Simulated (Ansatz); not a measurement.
# HfTeS monolayer, Janus under uniaxial strain along the armchair direction, normal to a, with the width clamped, part 3 of 3

Aim: how do the optical modes of HfTeS monolayer, Janus shift and split under this strain?

Ansatz 0.2.0; DFT PBEsol, scalar-relativistic, plane waves, PAW; PAW set soft_1.

So far, highest optical mode at the zone centre (no LO-TO term) (cm⁻¹): step 5 (modes at rest) 293; step 7 (strain 5 %) 277.

## Step 9: Zone-centre modes of the member: uniaxial strain of -3 % along the armchair direction, normal to a, with the width clamped (continued)

Patterns of degenerate modes are one choice out of their space. The modes at Γ (shares of kinetic energy by element, %):

```
mode  frequency (cm⁻¹)  symmetry  Hf %  S %  Te %
   1               0.0  acoustic    53    9    38
   2               0.0  acoustic    53    9    38
   3               0.0  acoustic    53    9    38
   4              90.4        A'    38    1    61
   5              90.8       A''    38    1    61
   6             180.8        A'    30    8    62
   7             233.2        A'     9   89     1
   8             234.9       A''     9   89     1
   9             304.1        A'    17   83     0
```

The lowest optical mode is real, 90.4 cm⁻¹, and the highest lies at 304.1 cm⁻¹.

For the highest optical mode at the zone centre (no LO-TO term), step 5 gave 293 cm⁻¹; this run, with strain -3 %, gives 304 cm⁻¹ (+4 %).

## Step 10: All members side by side

The members are set side by side, also those not shown above.

Energies are extrapolated to zero smearing, and E0 is that at rest; the cell is clamped and the atoms are relaxed; all runs use 15×15×1 k points and Methfessel-Paxton smearing of 0.2 eV. State of the crystal along the series:

```
strain (%)  E - E0 (meV/atom)
        -3              6.535
        -2              2.822
        -1             0.6784
         0                  0
         1             0.6831
         2              2.735
         3              6.191
         4              11.03
         5              17.23
```

Optical modes are counted from below at rest and tracked from member to member by their patterns, and modes that stay within 0.3 cm⁻¹ of each other stand once; labels, where given, are those at rest, then, where named, those of the strained cell; the cell is clamped and the atoms are relaxed; all runs use 15×15×1 k points and Methfessel-Paxton smearing of 0.2 eV. Optical modes along the series:

```
strain (%)  optical mode 1 E to A'' single part (cm⁻¹)  optical mode 2 E to A' single part (cm⁻¹)  optical mode 3 A1 to A' (cm⁻¹)  optical mode 4 E to A' single part (cm⁻¹)  optical mode 5 E to A'' single part (cm⁻¹)  optical mode 6 A1 to A' (cm⁻¹)
        -3                                       90.84                                      90.39                           180.8                                      233.2                                       234.9                           304.1
        -2                                       90.85                                      90.45                           180.7                                      231.9                                       232.8                           300.4
        -1                                       91.11                                      90.72                           179.6                                      230.9                                       231.2                           296.5
         0                                        91.2                                       91.2                           178.4                                        230                                         230                           292.7
         1                                       91.11                                      91.79                           177.8                                        229                                       229.1                             289
         2                                       90.96                                      91.96                           177.4                                      227.6                                       228.2                           285.6
         3                                       90.47                                      91.35                           176.9                                      225.3                                       227.3                           282.4
         4                                       89.83                                      90.16                           176.3                                      222.5                                       226.2                           279.5
         5                                        89.3                                      88.98                           175.7                                      219.3                                       225.1                           276.8
```

Value and slope at zero strain of a cubic (a lower polynomial where under five rows exist) through the rows within 2 % of rest. Slopes at rest:

```
                               mode  frequency (cm⁻¹)  shift per percent of strain (cm⁻¹)
optical mode 1 E to A'' single part              91.2                               -0.01
 optical mode 2 E to A' single part              91.2                                0.59
            optical mode 3 A1 to A'             178.5                               -0.94
 optical mode 4 E to A' single part               230                               -0.87
optical mode 5 E to A'' single part               230                               -1.06
            optical mode 6 A1 to A'             292.7                               -3.79
```

## Step 11: What came out

| Item | Value |
| --- | --- |
| members | 9 |
| highest optical mode at the zone centre (no LO-TO term), at rest | 292.7 cm⁻¹ |
| optical mode 3 A1 to A', shift per percent | -0.94 cm⁻¹ |
| optical mode 4 E to A' single part, shift per percent | -0.87 cm⁻¹ |
| optical mode 5 E to A'' single part, shift per percent | -1.06 cm⁻¹ |
| optical mode 6 A1 to A', shift per percent | -3.79 cm⁻¹ |

In words: The strain lowers the symmetry: the level at 230.0 cm⁻¹ splits, into 219.3 and 225.1 cm⁻¹ at +5 %. Within 2 % of rest several modes bend away from a straight line, so single slopes hold only near rest. The fastest shift in the table of slopes is -3.8 cm⁻¹ for each percent (optical mode 6 A1 to A'). The width is clamped, so the contraction across the strain that a free sheet shows is left out. These are harmonic frequencies at zero temperature: anharmonic shifts, linewidths and thermal expansion are left out. Spin-orbit coupling is left out, which can matter for the heavy elements here. With no gap, or one that is small against the smearing, the frequencies hang on the k mesh and the smearing, most of all near Kohn anomalies. A semilocal functional can close a gap that the real compound would have, so the metallic treatment may be an artefact of the level. The starting cell was built on a prototype and not taken from a measurement. The PAW files were made for PBE; the program adapts parts of them to the functional of the run, but their partial waves stay those of PBE, an approximation that was not tested in this session. Only the zone centre was solved, so an instability at another wavevector cannot show here.

[Logs are printed without paths, hosts, clocks, repeated set-up lines and the standing remarks that a program may print on its own settings, such as how far it seeks lower states.]

[Hosts, paths, dates, database ids (printed as entryN), source tags and the programs' standing remarks are cut or masked in the printed files.]
